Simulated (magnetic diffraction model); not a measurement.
# TmB₂Rh below its ordering temperature

Space group Pnma (no. 62), a = 5.7660 Å, b = 5.2280 Å, c = 6.2680 Å.

```
site  atom       x       y       z
  4c    Tm  0.5016     3/4  0.8387
  4c    Rh  0.3190     3/4  0.3229
  8d     B  0.8818  0.0945  0.9748
```

This is a made-up structure (elements placed in a structure type, unrelaxed), so the numbers test the method and describe no known phase.

Only Tm is taken to order (form factors of Tm3+); orders and moment sizes are assumed, and not adapted to the symmetry. Radiation: neutrons of λ = 1.8 Å (absorption by B left out), 8° to 45°; isotropic B of 0.4 Å² (Tm), 0.43 Å² (Rh) and 0.9 Å² (B). Simulated constant-wavelength pattern: nuclear and magnetic terms add, the magnetic one as |2.695 fm × Σ f S⊥ exp(2πi Q·r) exp(−B s²)|², summed over all Q at one angle with the factor 1/(sin²θ cos θ). For collinear order S is the moment m, which repeats by lattice and centring translations R with the sign exp(−2πi k·R). Free-ion form factors, Sears's scattering lengths of 1992, no absorption; a label names one of the reflections at its angle. The strongest nuclear line in the range is 100, and lines under 0.2 are left out.

Above the ordering temperature:

| 2θ (°) | index | I |
| --- | --- | --- |
| 24.49 | (1 0 1) | 39.9 |
| 31.70 | (1 1 1) | 4.5 |
| 33.38 | (0 0 2) | 4.6 |
| 36.38 | (2 0 0) | 6.4 |
| 38.16 | (1 0 2) | 2.6 |
| 40.19 | (2 0 1) | 3.9 |
| 40.28 | (0 2 0) | 25.2 |
| 41.77 | (2 1 0) | 1.2 |
| 43.36 | (1 1 2) | 100.0 |

Below it (cell unchanged):

| 2θ (°) | I |
| --- | --- |
| 16.51 | 30.9 |
| 17.96 | 101.9 |
| 24.49 | 39.9 |
| 31.70 | 92.8 |
| 33.38 | 4.6 |
| 36.38 | 6.4 |
| 38.16 | 9.9 |
| 39.12 | 29.2 |
| 40.19 | 13.7 |
| 40.28 | 25.2 |
| 41.77 | 1.2 |
| 43.36 | 100.0 |
| 43.81 | 8.7 |
| 44.42 | 30.3 |

**Question.** Find the propagation vector, then choose among these models:
A. collinear moments along [110], 3.9 μB on Tm; signs + at (0.5016, 3/4, 0.8387), − at (0.0016, 3/4, 0.6613), + at (0.4984, 1/4, 0.1613), − at (0.9984, 1/4, 0.3387)
B. collinear moments along [111], 3.9 μB on Tm; signs + at (0.5016, 3/4, 0.8387), − at (0.0016, 3/4, 0.6613), + at (0.4984, 1/4, 0.1613), − at (0.9984, 1/4, 0.3387)
C. collinear moments along [111], 3.9 μB on Tm; signs + at (0.5016, 3/4, 0.8387), + at (0.0016, 3/4, 0.6613), − at (0.4984, 1/4, 0.1613), − at (0.9984, 1/4, 0.3387)
D. collinear moments along [110], 3.9 μB on Tm; signs + at (0.5016, 3/4, 0.8387), + at (0.0016, 3/4, 0.6613), − at (0.4984, 1/4, 0.1613), − at (0.9984, 1/4, 0.3387)

No line moves, and magnetic intensity falls on nuclear lines such as the one at 31.70°; new lines at (0 0 1), (1 0 0) and (0 1 2) have whole indices that obey the lattice centring, at places with no nuclear intensity to speak of, so the magnetic cell equals the chemical primitive cell: k = 0.

Magnetic intensity, observed (below minus above) and for each model:

| 2θ (°) | index | observed | A | B | C | D |
| --- | --- | --- | --- | --- | --- | --- |
| 16.51 | (0 0 1) | 30.9 | 50.9 | 30.9 | 79.5 | 131.0 |
| 17.96 | (1 0 0) | 101.9 | 68.9 | 101.9 | <0.2 | <0.2 |
| 19.83 | (0 1 0) | <0.2 | <0.2 | <0.2 | 90.3 | 68.3 |
| 31.70 | (1 1 1) | 88.3 | 84.1 | 88.3 | 34.3 | 32.7 |
| 38.16 | (1 0 2) | 7.2 | 10.2 | 7.2 | 30.0 | 42.4 |
| 39.12 | (0 1 2) | 29.2 | 40.3 | 29.2 | 7.0 | 9.7 |
| 41.77 | (2 1 0) | <0.2 | <0.2 | <0.2 | 33.2 | 23.1 |
| 44.42 | (1 2 0) | 30.3 | 22.5 | 30.3 | <0.2 | <0.2 |

Model B matches.

The absence at (0 1 0) is telling: the sublattices cancel there.

The structure used: k = (0 0 0), collinear moments along [111], 3.9 μB on Tm; signs + at (0.5016, 3/4, 0.8387), − at (0.0016, 3/4, 0.6613), + at (0.4984, 1/4, 0.1613), − at (0.9984, 1/4, 0.3387).

[Logs are printed without paths, hosts, clocks, repeated set-up lines and the standing remarks that a program may print on its own settings, such as how far it seeks lower states.]
